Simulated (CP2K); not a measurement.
Two runs for the C K edge of 2-methylpyrimidine. Run A: CP2K XAS_TDP, all-electron GAPW, PBEh(45%), aug-cc-pVDZ, TDA, no relativity. Run B differs in one setting.

First lines with a strength over 0.0015. A:

```tsv
atom	energy (eV)	states	strength, one atom
C1 (bonded to C and 3 H)	283.90	1	0.0056
	284.76	1	0.0196
	284.77	1	0.0192
	285.53	1	0.0027
	285.95	1	0.0035
C2 (bonded to C and 2 N)	282.26	1	0.0649
	287.86	1	0.0048
	288.87	1	0.0065
	288.95	1	0.0036
	289.10	1	0.0055
C4 (bonded to C, N and H), 2 alike	281.50	1	0.0590
	285.53	1	0.0120
	286.58	1	0.0033
	287.09	1	0.0027
	287.32	1	0.0018
C5 (bonded to 2 C and H)	281.54	1	0.0492
	284.32	1	0.0118
	285.63	1	0.0033
	285.96	1	0.0043
	286.33	1	0.0029
```

B:

```tsv
atom	energy (eV)	states	strength, one atom
C1 (bonded to C and 3 H)	290.28	1	0.0055
	291.15	1	0.0191
	291.16	1	0.0188
	291.92	1	0.0026
	292.34	1	0.0034
C2 (bonded to C and 2 N)	287.68	1	0.0637
	293.28	1	0.0047
	294.30	1	0.0064
	294.38	1	0.0035
	294.53	1	0.0054
C4 (bonded to C, N and H), 2 alike	287.38	1	0.0577
	291.41	1	0.0118
	292.47	1	0.0033
	292.98	1	0.0027
	293.21	1	0.0018
C5 (bonded to 2 C and H)	287.30	1	0.0482
	290.08	1	0.0116
	291.39	1	0.0033
	291.72	1	0.0042
	292.09	1	0.0028
```

Question: Which was it: the functional, GW2X switched on, scalar relativity switched on, the basis?

GW2X switched on. GW2X shifts an atom's lines together and keeps their spacings. Against PBEh(45%) in aug-cc-pVDZ, the leading lines move by +6.39 eV (C1, to 291.15), +5.42 eV (C2, to 287.68), +5.88 eV (C4, to 287.38) and +5.76 eV (C5, to 287.30).

[Banner, clock and machine lines of the logs are left out without a mark of their own.]

[Logs are printed without paths, hosts, clocks, repeated set-up lines and the standing remarks that a program may print on its own settings, such as how far it seeks lower states.]

[Hosts, paths, dates, database ids (printed as entryN), source tags and the programs' standing remarks are cut or masked in the printed files.]
